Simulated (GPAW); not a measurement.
**Cs2AgSbBr6 (Fm-3m): G0W0 on several meshes in GPAW**

Aim: the GW shift of Cs2AgSbBr6 (Fm-3m) against the k mesh.

Calculated with GPAW 26.7.0; LDA and many-body steps on it, plane waves.

This is a report of a sequence of runs, with most program output left out.

### 1. Starting point

It takes space group Fm-3m (No. 225, cubic). Conventional cell: a = 11.379 Å, b = 11.379 Å, c = 11.379 Å, α = 90.00°, β = 90.00°, γ = 90.00°. Nearest to Cs lie 12 Br at 4.02 Å. Ag has 6 Br at 2.86 Å nearest. Nearest to Sb lie 6 Br at 2.83 Å. Br has 1 Sb at 2.83 Å and 1 Ag at 2.86 Å and 4 Cs at 4.02 Å nearest. Farther neighbours and most contacts between anions are not listed.

Coordinates:

```cif
data_structure
_symmetry_space_group_name_H-M 'Fm-3m'
_symmetry_Int_Tables_number 225
_cell_length_a 11.3785
_cell_length_b 11.3785
_cell_length_c 11.3785
_cell_angle_alpha 90.000
_cell_angle_beta 90.000
_cell_angle_gamma 90.000
_cell_volume 1473.18
loop_
_atom_site_label
_atom_site_type_symbol
_atom_site_symmetry_multiplicity
_atom_site_Wyckoff_symbol
_atom_site_fract_x
_atom_site_fract_y
_atom_site_fract_z
_atom_site_occupancy
Cs1 Cs 8 c 0.25000 0.25000 0.75000 1
Ag1 Ag 4 b 0.50000 0.00000 0.00000 1
Sb1 Sb 4 a 0.00000 0.00000 0.00000 1
Br1 Br 24 e 0.24845 0.00000 0.00000 1
```

The cell and positions are those that the Materials Project relaxed with its own functionals (PBE, PBE+U or r2SCAN), kept fixed. Spin-orbit coupling is left out unless a step names it.

### 2. Empty states on the mesh, 2×2×2 mesh, 1249 bands

This step: GPAW 26.7.0; DFT, LDA, plane waves, PAW.

The sums over transitions need many empty states on a uniform mesh; this step solves for them.

Input file run.py:

```python
import json
import numpy as np
from gpaw.mpi import world
from gpaw import GPAW

calc = GPAW('gs.gpw').fixed_density(kpts={'size': (2, 2, 2), 'gamma': True},
    parallel={'domain': 1, 'band': 1},
    txt='nscf.txt')
calc.diagonalize_full_hamiltonian(nbands=1249)
calc.write('full.gpw', mode='all')
res = {}
kpts = calc.get_ibz_k_points()
res['kpts'] = kpts
res['eigenvalues'] = [calc.get_eigenvalues(kpt=k) for k in range(len(kpts))]
res['n_electrons'] = calc.get_number_of_electrons()

if world.rank == 0:
    with open('result.json', 'w') as f:
        json.dump(res, f, default=lambda x: x.tolist())
```

Launch:

```console
$ mpirun -n 3 gpaw python run.py
```

Wall time 3.4 min (3 MPI ranks of AMD EPYC 9R45, shared host); peak memory 13 GiB.

Numbers from this step:

| Item | Value |
| --- | --- |
| gap | 0.7528 eV |
| k of the valence top | 0.5, 0.5, 0 |
| k of the conduction bottom | 0.5, 0.5, 0.5 |
| least direct gap | 1.936 eV |
| k points computed | 3 |
| lowest point of the top converged band, above the valence top | 121.9163 eV |

On this mesh the gap is 0.753 eV.

### 3. 2×2×2

Now the one-shot GW correction: screening in the RPA, then the self-energy of the levels asked for.

This step: G0W0 on LDA, plane waves, PAW.

Input file run.py:

```python
import json
import numpy as np
from gpaw.mpi import world
from gpaw.response.g0w0 import G0W0

gw = G0W0('full.gpw',
    filename='gw',
    kpts=[0, 1, 2],
    bands=(44, 48),
    ecut=39,
    nbands=203,
    integrate_gamma='WS',
    ppa=True)
gw.calculate()
res = {mode: {k: v for k, v in r.items() if k != 'sigma_eskwn'}
       for mode, r in gw.all_results.items()}

if world.rank == 0:
    with open('result.json', 'w') as f:
        json.dump(res, f, default=lambda x: x.tolist())
```

Launch:

```console
$ mpirun -n 8 gpaw python run.py
```

It took 23 s on 8 MPI ranks; peak memory 5.8 GiB.

This step gave:

```
G0W0 gap on the points computed              : 1.762 eV
least direct G0W0 gap on the computed points : 2.978 eV
Z at the valence top                         : 0.7921
Z at the conduction bottom                   : 0.8063
starting gap on the mesh                     : 0.7528 eV
k of the valence top                         : 0.5, 0.5, 0
k of the conduction bottom                   : 0.5, 0.5, 0.5
```

The gap on the mesh goes from 0.75 eV to 1.76 eV, a correction of +1.01 eV.

### 4. Empty states on the mesh, 4×4×4 mesh, 213 bands

This step: DFT, LDA, plane waves, PAW.

Input file run.py:

```python
import json
import numpy as np
from gpaw.mpi import world
from gpaw import GPAW

calc = GPAW('gs.gpw').fixed_density(kpts={'size': (4, 4, 4), 'gamma': True},
    nbands=248,
    convergence={'bands': 213},
    txt='nscf.txt')
calc.write('full.gpw', mode='all')
res = {}
kpts = calc.get_ibz_k_points()
res['kpts'] = kpts
res['eigenvalues'] = [calc.get_eigenvalues(kpt=k) for k in range(len(kpts))]
res['n_electrons'] = calc.get_number_of_electrons()

if world.rank == 0:
    with open('result.json', 'w') as f:
        json.dump(res, f, default=lambda x: x.tolist())
```

Launch:

```console
$ mpirun -n 8 gpaw python run.py
```

The job ended after 30 s (8 MPI ranks; peak memory 3.3 GiB; 4 min of CPU time).

Numbers from this step:

```yaml
gap: 0.7528 eV
k_of_the_valence_top: 0.5, 0.5, 0
k_of_the_conduction_bottom: 0.5, 0.5, 0.5
least_direct_gap: 1.919 eV
k_points_computed: 8
lowest_point_of_the_top_converged_band_above_the_valence_top: 29.89 eV
```

On this mesh the gap is 0.753 eV.

### 5. 4×4×4

This step: G0W0 on LDA, plane waves, PAW.

Input file run.py:

```python
import json
import numpy as np
from gpaw.mpi import world
from gpaw.response.g0w0 import G0W0

gw = G0W0('full.gpw',
    filename='gw',
    kpts=[0, 5, 6, 7],
    bands=(44, 48),
    ecut=39,
    nbands=203,
    integrate_gamma='WS',
    ppa=True)
gw.calculate()
res = {mode: {k: v for k, v in r.items() if k != 'sigma_eskwn'}
       for mode, r in gw.all_results.items()}

if world.rank == 0:
    with open('result.json', 'w') as f:
        json.dump(res, f, default=lambda x: x.tolist())
```

Launch:

```console
$ mpirun -n 8 gpaw python run.py
```

Wall time 1.8 min (8 MPI ranks); peak memory 7.2 GiB; 14 min of CPU time.

Numbers from this step:

```
G0W0 gap on the mesh                         : 1.642 eV
least direct G0W0 gap on the computed points : 2.897 eV
Z at the valence top                         : 0.7930
Z at the conduction bottom                   : 0.8082
starting gap on the mesh                     : 0.7528 eV
k of the valence top                         : 0.5, 0.5, 0
k of the conduction bottom                   : 0.5, 0.5, 0.5
```

Against G0W0 in GPAW (2×2×2 mesh, 203 bands, screening to 39 eV, Godby-Needs plasmon pole), the gap moves by −0.120 eV.

### 6. Side by side

Times are wall times on 8 MPI ranks of AMD EPYC 9R45, shared host, good to a factor of about two.

```csv
run,mesh,bands,screening cutoff (eV),DFT gap (eV),gap on the mesh (eV),direct (eV),time
2×2×2,2×2×2,203,39,0.753,1.762,2.978,23 s
4×4×4,4×4×4,203,39,0.753,1.642,2.897,1.8 min
```

### 7. Results

| Quantity | Value |
| --- | --- |
| 2×2×2 | 1.762 eV |
| 4×4×4 | 1.642 eV |
| known limits | not at the basis limit; d shell near the gap, gap tends to lie low; no spin-orbit coupling; coarse k mesh |

What this shows: 4×4×4: −0.120 eV against 2×2×2. Bands and cutoff are finite, so the gap is not at the basis limit. The miss can reach some tenths of an eV and take either sign; the mesh is an error of its own. These stock PAW sets were not made for GW; the filled d or f shell of Br lies in the frozen core, which bears on start and correction. The 2×2×2 mesh is coarse for this cell, which bears on the long-range parts of exchange and screening. Mesh or cutoff lie under what a gap needs, so these runs test behaviour and cost; their gaps are not to be quoted. A d shell, filled or nearly so, lies near the gap. One-shot GW converges very slowly in bands there, not always from below, and on a semilocal start the gap tends to come out low; starts rich in exact exchange can overshoot instead. The many-body steps are scalar-relativistic: spin-orbit coupling is not in them.

[Paths, hosts, dates, memory and timing lines, banners, echoed tables and standing remarks are left out of the program output.]

[Logs are printed without paths, hosts, clocks, repeated set-up lines and the standing remarks that a program may print on its own settings, such as how far it seeks lower states.]

[Runs of the session that timed out or met a known fault of the program may be left out.]

[Hosts, paths, dates, database ids (printed as entryN), source tags and the programs' standing remarks are cut or masked in the printed files.]
